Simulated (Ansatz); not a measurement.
## Grüneisen parameters and expansion of Ca2Ir (hypothetical, Fm-3m)

Aim: how the vibrations of Ca2Ir (hypothetical) shift with volume, and the expansion that follows. The crystal structure is hypothetical: it was made by swapping elements on a known structure type.

Calculated with Ansatz 0.2.0; DFT PBE, scalar-relativistic, plane waves, PAW.

This is a report of a sequence of runs, with most program output left out.

## Step 1: Set-up

It takes space group Fm-3m (No. 225, cubic). The conventional cell has a = 6.755 Å, b = 6.755 Å, c = 6.755 Å, α = 90.00°, β = 90.00°, γ = 90.00°. Nearest to Ca lie 4 Ir at 2.93 Å. Nearest to Ir lie 8 Ca at 2.93 Å. Farther neighbours are not listed.

## Step 2: A first coarse run

A cheap single point shows whether the cell is a metal or an insulator and how far it is from rest; that sets the k-mesh and the occupations of what follows.

Contents of input.yaml:

```yaml
crystal:
  lattice:
    - [0.0, 3.37757, 3.37757]
    - [3.37757, 0.0, 3.37757]
    - [3.37757, 3.37757, 0.0]
  atoms:
    - { symbol: Ca, position: [0.75, 0.75, 0.75] }
    - { symbol: Ca, position: [0.25, 0.25, 0.25] }
    - { symbol: Ir, position: [0.0, 0.0, 0.0] }
kpoints:
  mp_grid: { grid: [6, 6, 6] }
hamiltonian:
  xc: pbe
scf:
  occupations: { method: gaussian, width: 0.1 }
output:
  forces: true
  stress: true
  eigenvalues: true
```

Run with:

```console
$ ansatz run input.yaml --threads 4 --pin off --max-ram 8192MiB --backend cpu --events-out ev --progress --plain --runs-dir out
```

Elapsed: 1.6 s, on 4 threads of Arm Neoverse N1, shared host; peak memory 0.33 GiB.

Numbers from this step:

```yaml
pressure: 2.947 GPa
volume_per_atom: 25.69 Å³
gap_on_the_k_mesh: 0 eV
```

The start is under 2.9 GPa at this level and looks like a metal on this mesh.

## Step 3: Relaxation

Phonons are second derivatives about a minimum, so cell and atoms are relaxed first, inside the symmetry of the start.

input.yaml, the sections that differ from step 2:

```yaml
kpoints:
  mp_grid: { grid: [12, 12, 12] }
output:
  forces: true
  stress: true
  eigenvalues: true
  write_density: true
  write_potential: true
  elf: true
  volumetric_format: npy
relax:
  adjacent_minimum: "off"
  f_tol: 0.005
  max_steps: 80
  cell: { stress_tol: 0.05 }
# crystal, hamiltonian, scf: as in step 2
```

Run time: 18 s. Hardware: 4 threads; peak memory 0.46 GiB.

Step by step:

| step | energy less that of the first step (eV) | largest force component (eV/Å) | pressure (GPa) | volume (Å³) |
| --- | --- | --- | --- | --- |
| 1 | 0.0000 | 0.0000 | 2.97 | 77.06 |
| 2 | -0.0343 | 0.0000 | -0.88 | 83.08 |
| 3 | -0.0388 | 0.0000 | -0.07 | 81.62 |
| 4 | -0.0388 | 0.0000 | 0.00 | 81.50 |
| 5* | -0.0392 | 0.0000 | 0.00 | 81.50 |

Relaxation steps marked * repeat the geometry before them on a plane-wave basis chosen anew for their cell, so energy and pressure can jump there.

Forces are held to the 48 operations that the run works with; a distortion that breaks them can't arise in this run.

| conventional cell, symmetrised | before | after | change |
| --- | --- | --- | --- |
| a (Å) | 6.755 | 6.882 | +1.9 % |
| b (Å) | 6.755 | 6.882 | +1.9 % |
| c (Å) | 6.755 | 6.882 | +1.9 % |
| volume (Å³/atom) | 25.69 | 27.17 | +5.8 % |

Final coordinates:

```cif
data_structure
_symmetry_space_group_name_H-M 'P 1'
_symmetry_Int_Tables_number 1
_cell_length_a 4.8665
_cell_length_b 4.8665
_cell_length_c 4.8665
_cell_angle_alpha 60.000
_cell_angle_beta 60.000
_cell_angle_gamma 60.000
_cell_volume 81.50
loop_
_atom_site_label
_atom_site_type_symbol
_atom_site_fract_x
_atom_site_fract_y
_atom_site_fract_z
_atom_site_occupancy
Ca1 Ca 0.75000 0.75000 0.75000 1
Ca2 Ca 0.25000 0.25000 0.25000 1
Ir3 Ir 0.00000 0.00000 0.00000 1
```

This step gave:

| Property | Result |
| --- | --- |
| pressure | -0.001960 GPa |
| volume per atom | 27.17 Å³ |

ELF in the ac plane of a cell with a along [110], b along [-110] and c along [001] of the cube at fractional y = 0.000, with atoms of Ca and Ir within 0.2 Å of it. It is the smooth field of the valence electrons, not physical close to the nuclei.

Ten even steps from '0' (0.05) to '9' (0.85), each cell a mean:
```
675431001345767644200024466
654310221134666532012112456
433215885123443331278621334
343139998313433421799961233
442059999502444302899982134
321059999401233202799971023
210026886100122100478730012
110001220000111100012100011
111100000011111110000000111
111110000111111111000001111
111000000001111100000000011
110003553000111100145410011
220038998300222101699961012
431059999501343202899982023
442159999502444312899982134
333127997213333321599951233
544212552134455431146411345
764321000234677643100013467
575442002445756644310134476
```
Columns run along a (9.7 Å), rows up along c (6.9 Å), edges of the conventional cell, whose origin can differ from the input's. Atoms in or near the plane, at fractional coordinates: Ca at (0.25, 0.75), Ca at (0.75, 0.75), Ca at (0.25, 0.25), Ca at (0.75, 0.25), Ir at (0.00, 0.00), Ir at (0.50, 0.00).

Electrostatic potential energy in the ac plane of a cell with a along [110], b along [-110] and c along [001] of the cube at fractional y = 0.000, with atoms of Ca and Ir within 0.2 Å of it. With pseudopotentials it is smooth inside the atoms' cores, unlike the true potential.

Ten even steps from '_' (-61 eV) to '@' (13 eV), each cell a mean:
```
__..**@@@@@@@@@@@@@@@@++..____--%%@@@@@@@@@@@@@@##--__
::==##@@@@%%%%%%@@@@@@##==::--**%%@@@@%%%%%%@@@@%%**--
##%%@@@@%%##++++##%%@@@@%%####%%@@@@%%**++**%%@@@@%%##
@@@@@@@@##==....==##@@@@@@@@@@@@@@%%**::..--**%%@@@@@@
@@@@@@@@##--____--##@@@@@@@@@@@@@@%%++..__..++%%@@@@@@
@@@@@@@@##==....==##@@@@@@@@@@@@@@%%**::..::**%%@@@@@@
@@@@@@@@%%##++++##%%@@@@@@@@@@@@@@@@%%**++**%%@@@@@@@@
@@@@@@@@@@%%%%%%%%@@@@@@@@@@@@@@@@@@@@%%%%%%@@@@@@@@@@
@@@@@@@@@@@@@@@@@@@@@@@@@@@@@@@@@@@@@@@@@@@@@@@@@@@@@@
@@@@@@@@@@@@@@@@@@@@@@@@@@@@@@@@@@@@@@@@@@@@@@@@@@@@@@
@@@@@@@@@@@@@@@@@@@@@@@@@@@@@@@@@@@@@@@@@@@@@@@@@@@@@@
@@@@@@@@@@%%####%%@@@@@@@@@@@@@@@@@@%%######%%@@@@@@@@
@@@@@@@@%%**----**%%@@@@@@@@@@@@@@%%##==--==##%%@@@@@@
@@@@@@@@##--____--##@@@@@@@@@@@@@@%%++..__..++%%@@@@@@
@@@@@@@@##--____--##@@@@@@@@@@@@@@%%++..__..++%%@@@@@@
@@@@@@@@%%++----**%%@@@@@@@@@@@@@@%%##==--==##%%@@@@@@
++##%%@@@@%%####%%@@@@%%##++**%%@@@@%%######%%@@@@%%**
..--##@@@@@@@@@@@@@@@@**--....++%%@@@@@@@@@@@@@@%%++..
__..++%%@@@@@@@@@@@@%%++..____--##@@@@@@@@@@@@@@##--__
```
Columns run along a (9.7 Å; values clipped at the 3rd and 97th percentile), rows up along c (6.9 Å), edges of the conventional cell, whose origin can differ from the input's. Atoms in or near the plane, at fractional coordinates: Ca at (0.25, 0.75), Ca at (0.75, 0.75), Ca at (0.25, 0.25), Ca at (0.75, 0.25), Ir at (0.00, 0.00), Ir at (0.50, 0.00).

Valence density in the ac plane of a cell with a along [110], b along [-110] and c along [001] of the cube at fractional y = 0.000, with atoms of Ca and Ir within 0.2 Å of it. It is the smooth field of the valence electrons, not physical close to the nuclei.

Values in e/Å³, 10 rows by 16 columns, each cell a mean:
```
5.8 1.5 0.2 0.1 0.1 0.2 0.8 4.8 5.8 1.5 0.2 0.1 0.1 0.2 0.8 4.8
0.6 0.3 0.3 1.9 2.4 0.5 0.2 0.5 0.6 0.3 0.3 1.9 2.4 0.5 0.2 0.5
0.1 0.1 0.5 4.3 5.4 1.1 0.1 0.1 0.1 0.1 0.5 4.3 5.4 1.1 0.1 0.1
0.0 0.0 0.1 1.1 1.4 0.3 0.0 0.0 0.0 0.0 0.1 1.1 1.4 0.3 0.0 0.0
0.0 0.0 0.0 0.1 0.1 0.1 0.0 0.0 0.0 0.0 0.0 0.1 0.1 0.1 0.0 0.0
0.0 0.0 0.1 0.1 0.1 0.1 0.0 0.0 0.0 0.0 0.1 0.1 0.1 0.1 0.0 0.0
0.0 0.0 0.2 1.9 2.4 0.5 0.1 0.0 0.0 0.0 0.2 1.9 2.4 0.5 0.1 0.0
0.1 0.1 0.5 4.3 5.3 1.1 0.1 0.1 0.1 0.1 0.5 4.3 5.3 1.1 0.1 0.1
1.3 0.4 0.2 1.1 1.4 0.3 0.3 1.0 1.3 0.4 0.2 1.1 1.4 0.3 0.3 1.0
7.2 1.9 0.2 0.1 0.1 0.2 1.0 6.0 7.2 1.9 0.2 0.1 0.1 0.2 1.0 6.0
```
Columns run along a (9.7 Å), rows up along c (6.9 Å), edges of the conventional cell, whose origin can differ from the input's. Atoms in or near the plane, at fractional coordinates: Ca at (0.25, 0.75), Ca at (0.75, 0.75), Ca at (0.25, 0.25), Ca at (0.75, 0.25), Ir at (0.00, 0.00), Ir at (0.50, 0.00).

The relaxation ends with a pressure of 0.00 GPa.

## Step 4: Relaxing to small residual forces and stress

The thresholds are tightened for a last relaxation ahead of the phonons, and where mesh or smearing change with them the cell follows.

Contents of input.yaml:

```yaml
crystal:
  lattice:
    - [0.0, 3.4411621586, 3.4411621586]
    - [3.4411621586, 0.0, 3.4411621586]
    - [3.4411621586, 3.4411621586, 0.0]
  atoms:
    - { symbol: Ca, position: [0.75, 0.75, 0.75] }
    - { symbol: Ca, position: [0.25, 0.25, 0.25] }
    - { symbol: Ir, position: [0.0, 0.0, 0.0] }
kpoints:
  mp_grid: { grid: [12, 12, 12] }
hamiltonian:
  xc: pbe
scf:
  occupations: { method: methfessel_paxton, width: 0.15 }
output:
  forces: true
  stress: true
  eigenvalues: true
relax:
  adjacent_minimum: "off"
  f_tol: 0.001
  max_steps: 60
  cell: { stress_tol: 0.01 }
```

It took 7.9 s on 4 threads; peak memory 0.45 GiB; 29 s of CPU time.

Little changed from the start: no atom moved by 0.005 Å and no cell edge by 0.1 %.

This step gave:

- pressure: -0.003400 GPa

The residual pressure is -0.0034 GPa, small enough for phonons.

## Step 5: Phonons, V/V0 1

Phonons at this volume give one point of F(V, T); meshes stay fixed along the series.

input.yaml, the sections that differ from step 4:

```yaml
output:
  eigenvalues: true
phonons:
  method: dfpt
  qmesh: [2, 2, 2]
  temperatures: { t_max: 1000, t_step: 50 }
  qpath:
    path:
      - [[0.0, 0.0, 0.0], [0.5, 0.0, 0.5], [0.625, 0.25, 0.625]]
      - [[0.375, 0.375, 0.75], [0.0, 0.0, 0.0], [0.5, 0.5, 0.5], [0.5, 0.25, 0.75], [0.5, 0.0, 0.5]]
    npoints: 10
# crystal, kpoints, hamiltonian, scf: as in step 4
# relax: removed
```

It took 3.6 min on 4 threads; peak memory 2.1 GiB.

Numbers from this step:

| Property | Result |
| --- | --- |
| lowest frequency on the path | 0 cm⁻¹ |
| zero-point energy | 0.07125 eV/cell |
| point group | m-3m |
| highest frequency | 229.3 cm⁻¹ |
| Debye temperature from the second moment | 258 K |

No LO-TO term. Phonon branches along the path, in cm⁻¹:

| point | branch 1 | branch 2 | branch 3 | branch 4 | branch 5 | branch 6 | branch 7 | branch 8 | branch 9 |
| --- | --- | --- | --- | --- | --- | --- | --- | --- | --- |
| Γ | 0 | 0 | 0 | 137 | 137 | 137 | 205 | 205 | 205 |
| halfway | 39 | 39 | 78 | 121 | 121 | 153 | 185 | 201 | 201 |
| X | 65 | 71 | 71 | 92 | 92 | 96 | 195 | 195 | 229 |
| halfway | 68 | 71 | 74 | 90 | 97 | 102 | 194 | 194 | 227 |
| U | 68 | 72 | 79 | 88 | 111 | 115 | 189 | 190 | 221 |
| jump to K | 68 | 72 | 79 | 88 | 111 | 115 | 189 | 190 | 221 |
| halfway | 42 | 52 | 77 | 119 | 156 | 160 | 174 | 174 | 204 |
| Γ | 0 | 0 | 0 | 137 | 137 | 137 | 205 | 205 | 205 |
| halfway | 43 | 43 | 68 | 140 | 144 | 144 | 190 | 190 | 191 |
| L | 57 | 57 | 93 | 149 | 158 | 158 | 169 | 169 | 172 |
| halfway | 63 | 67 | 89 | 109 | 117 | 154 | 162 | 199 | 201 |
| W | 71 | 78 | 82 | 83 | 83 | 154 | 154 | 213 | 214 |
| halfway | 70 | 71 | 75 | 89 | 90 | 115 | 184 | 201 | 225 |
| X | 65 | 71 | 71 | 92 | 92 | 96 | 195 | 195 | 229 |

Tetrahedra on 16 16 16, mean over bins of 2 cm⁻¹. Table of phonon density of states by wavenumber; read off at these points:

wavenumber (cm⁻¹), phonon density of states (1/cm⁻¹/cell) and a bar:
```
      5.0      0.000 
     10.0      0.001 
     15.0      0.002 
     20.0      0.003 #
     25.0      0.005 #
     30.0      0.008 ##
     35.0      0.012 ###
     40.0      0.017 ####
     45.0      0.024 ######
     50.0      0.034 #########
     55.0      0.056 ##############
     60.0      0.082 #####################
     65.0      0.082 #####################
     67.0      0.087 ######################
     70.0      0.079 ####################
     75.0      0.028 #######
     80.0      0.032 ########
     85.0      0.085 ######################
     89.0      0.117 ##############################
     90.0      0.093 ########################
     95.0      0.032 ########
    100.0      0.033 ########
    105.0      0.035 #########
    110.0      0.037 ##########
    115.0      0.040 ##########
    120.0      0.042 ###########
    125.0      0.045 ###########
    130.0      0.047 ############
    135.0      0.049 #############
    140.0      0.043 ###########
    145.0      0.041 ###########
    150.0      0.047 ############
    155.0      0.038 ##########
    160.0      0.027 #######
    165.0      0.023 ######
    170.0      0.042 ###########
    175.0      0.054 ##############
    180.0      0.050 #############
    185.0      0.052 #############
    190.0      0.062 ################
    195.0      0.086 ######################
    200.0      0.093 ########################
    201.0      0.095 ########################
    205.0      0.052 #############
    210.0      0.032 ########
    215.0      0.024 ######
    220.0      0.016 ####
    225.0      0.009 ##
```

Harmonic. Thermo, by row:

| T (K) | F_vib (meV/atom) | S (J/mol-atom/K) | C_V (J/mol-atom/K) |
| --- | --- | --- | --- |
| 0 | 23.75 | 0 | 0 |
| 50 | 22.76 | 5.927 | 10.42 |
| 100 | 16.99 | 16.11 | 18.62 |
| 150 | 6.42 | 24.34 | 21.7 |
| 200 | -7.93 | 30.79 | 23.02 |
| 250 | -25.28 | 36.01 | 23.68 |
| 300 | -45.1 | 40.36 | 24.05 |
| 350 | -67 | 44.08 | 24.28 |
| 400 | -90.71 | 47.34 | 24.43 |
| 450 | -116 | 50.22 | 24.54 |
| 500 | -142.7 | 52.81 | 24.61 |
| 550 | -170.7 | 55.16 | 24.67 |
| 600 | -199.8 | 57.31 | 24.71 |
| 650 | -230.1 | 59.29 | 24.75 |
| 700 | -261.3 | 61.12 | 24.77 |
| 750 | -293.4 | 62.83 | 24.8 |
| 800 | -326.4 | 64.43 | 24.81 |
| 850 | -360.1 | 65.94 | 24.83 |
| 900 | -394.7 | 67.36 | 24.84 |
| 950 | -429.9 | 68.7 | 24.85 |
| 1000 | -465.9 | 69.97 | 24.86 |

Phonopy on the run's constants, 15x15x15 mesh, Gaussian sigma 2.0 cm⁻¹. Table of modes by wavenumber; read off at these points; values in 1/cm⁻¹/cell:

| wavenumber (cm⁻¹) | Ca | Ir |
| --- | --- | --- |
| -5.0 | 1.3e-6 | 3.8e-6 |
| 0.0 | 4.8e-5 | 1.2e-4 |
| 5.0 | 1.3e-5 | 2.9e-5 |
| 10.0 | 2.9e-4 | 7.0e-4 |
| 15.0 | 4.4e-4 | 0.00108 |
| 20.0 | 0.00117 | 0.00295 |
| 25.0 | 0.00138 | 0.00363 |
| 30.0 | 0.00241 | 0.00651 |
| 35.0 | 0.00267 | 0.00779 |
| 40.0 | 0.00470 | 0.0145 |
| 45.0 | 0.00499 | 0.0169 |
| 50.0 | 0.00706 | 0.0282 |
| 55.0 | 0.00975 | 0.0502 |
| 60.0 | 0.0111 | 0.0692 |
| 63.9 | 0.0114 | 0.0720 |
| 65.0 | 0.0119 | 0.0715 |
| 70.0 | 0.0166 | 0.0581 |
| 75.0 | 0.0116 | 0.0241 |
| 80.0 | 0.0097 | 0.0246 |
| 85.0 | 0.0107 | 0.0666 |
| 88.0 | 0.0158 | 0.0880 |
| 90.0 | 0.0197 | 0.0709 |
| 95.0 | 0.0236 | 0.0132 |
| 100.0 | 0.0230 | 0.00577 |
| 105.0 | 0.0327 | 0.00624 |
| 110.0 | 0.0279 | 0.00558 |
| 115.0 | 0.0349 | 0.00651 |
| 120.0 | 0.0383 | 0.00582 |
| 125.0 | 0.0346 | 0.00598 |
| 130.0 | 0.0406 | 0.00650 |
| 135.0 | 0.0425 | 0.00578 |
| 140.0 | 0.0407 | 0.00454 |
| 145.0 | 0.0337 | 0.00280 |
| 149.1 | 0.0463 | 0.00271 |
| 150.0 | 0.0434 | 0.00270 |
| 155.0 | 0.0301 | 0.00205 |
| 158.7 | 0.0411 | 0.00188 |
| 160.0 | 0.0391 | 0.00168 |
| 165.0 | 0.0206 | 7.4e-4 |
| 170.0 | 0.0505 | 9.7e-4 |
| 171.5 | 0.0515 | 8.9e-4 |
| 175.0 | 0.0395 | 8.1e-4 |
| 180.0 | 0.0528 | 8.8e-4 |
| 185.0 | 0.0484 | 7.5e-4 |
| 190.0 | 0.0627 | 8.0e-4 |
| 195.0 | 0.0805 | 8.6e-4 |
| 197.3 | 0.0898 | 9.1e-4 |
| 200.0 | 0.0890 | 7.7e-4 |
| 205.0 | 0.0625 | 4.7e-4 |
| 210.0 | 0.0333 | 2.2e-4 |
| 215.0 | 0.0226 | 1.1e-4 |
| 220.0 | 0.0156 | 4.8e-5 |
| 225.0 | 0.00951 | 1.7e-5 |
| 230.0 | 0.00186 | 0 |
| 235.0 | 1.0e-5 | 0 |
| 240.0 | 0 | 0 |

No LO-TO term. Modes at Γ, with each element's share of the kinetic energy:

| mode | frequency (cm⁻¹) | symmetry | Ca % | Ir % |
| --- | --- | --- | --- | --- |
| 1 | 0.0 | T1u | 29 | 71 |
| 2 | 0.0 | T1u | 29 | 71 |
| 3 | 0.0 | T1u | 29 | 71 |
| 4 | 137.1 | T1u | 71 | 29 |
| 5 | 137.1 | T1u | 71 | 29 |
| 6 | 137.1 | T1u | 71 | 29 |
| 7 | 205.3 | T2g | 100 | 0 |
| 8 | 205.3 | T2g | 100 | 0 |
| 9 | 205.3 | T2g | 100 | 0 |

Displacements in mode 4 (137.1 cm⁻¹), the largest set to 1:
```
Ca1  0.00 -0.05  1.00
Ca2  0.00 -0.05  1.00
Ir3  0.00  0.02 -0.42
```

Displacements in mode 7 (205.3 cm⁻¹), the largest set to 1:
```
Ca1  0.00 -0.17 -1.00
Ca2  0.00  0.17  1.00
Ir3  0.00  0.00  0.00
```

No mode is imaginary beyond numerical noise at the solved wavevectors.

## Step 6: A cell at another volume, V/V0 1.015

Symmetry fixes every atom, so a single point at the scaled cell gives the energy and pressure of this member.

The cell differs from the one that the last finished run ended in (a 4.867 → 4.891 Å, b 4.867 → 4.891 Å, c 4.867 → 4.891 Å).

input.yaml, the sections that differ from step 5:

```yaml
crystal:
  lattice:
    - [0.0, 3.4582826502, 3.4582826502]
    - [3.4582826502, 0.0, 3.4582826502]
    - [3.4582826502, 3.4582826502, 0.0]
  atoms:
    - { symbol: Ca, position: [0.75, 0.75, 0.75] }
    - { symbol: Ca, position: [0.25, 0.25, 0.25] }
    - { symbol: Ir, position: [0.0, 0.0, 0.0] }
output:
  forces: true
  stress: true
  eigenvalues: true
# kpoints, hamiltonian, scf: as in step 5
# phonons: removed
```

Run time: 3.3 s. Hardware: 4 threads; peak memory 0.43 GiB.

This step gave:

```
pressure        : -0.6905 GPa
volume per atom : 27.57 Å³
```

The run ends at a pressure of -0.69 GPa.

## Step 7: Phonons, V/V0 1.015

input.yaml, the sections that differ from step 6:

```yaml
output:
  eigenvalues: true
phonons:
  method: dfpt
  qmesh: [2, 2, 2]
  temperatures: { t_max: 1000, t_step: 50 }
  qpath:
    path:
      - [[0.0, 0.0, 0.0], [0.5, 0.0, 0.5], [0.625, 0.25, 0.625]]
      - [[0.375, 0.375, 0.75], [0.0, 0.0, 0.0], [0.5, 0.5, 0.5], [0.5, 0.25, 0.75], [0.5, 0.0, 0.5]]
    npoints: 10
# crystal, kpoints, hamiltonian, scf: as in step 6
```

Run time: 3.7 min. Hardware: 4 threads; peak memory 2.1 GiB; 14 min of CPU time.

No mode is imaginary beyond numerical noise at the solved wavevectors. The highest zone-centre mode (no LO–TO term) moved by -1.4 % for a volume change of +1.5 %.

## Step 8: A cell at another volume, V/V0 0.985

The cell differs from the one that the last finished run ended in (a 4.891 → 4.842 Å, b 4.891 → 4.842 Å, c 4.891 → 4.842 Å).

input.yaml, the sections that differ from step 7:

```yaml
crystal:
  lattice:
    - [0.0, 3.4238695946, 3.4238695946]
    - [3.4238695946, 0.0, 3.4238695946]
    - [3.4238695946, 3.4238695946, 0.0]
  atoms:
    - { symbol: Ca, position: [0.75, 0.75, 0.75] }
    - { symbol: Ca, position: [0.25, 0.25, 0.25] }
    - { symbol: Ir, position: [0.0, 0.0, 0.0] }
output:
  forces: true
  stress: true
  eigenvalues: true
# kpoints, hamiltonian, scf: as in step 7
# phonons: removed
```

Wall time 3.3 s (4 threads); peak memory 0.43 GiB.

The run ends at a pressure of 0.74 GPa.

(Continued in part 2 of 2.)

[Logs are printed without paths, hosts, clocks, repeated set-up lines and the standing remarks that a program may print on its own settings, such as how far it seeks lower states.]

[Hosts, paths, dates, database ids (printed as entryN), source tags and the programs' standing remarks are cut or masked in the printed files.]

[A step with changed settings may run another functional than the one named; its input shows which.]


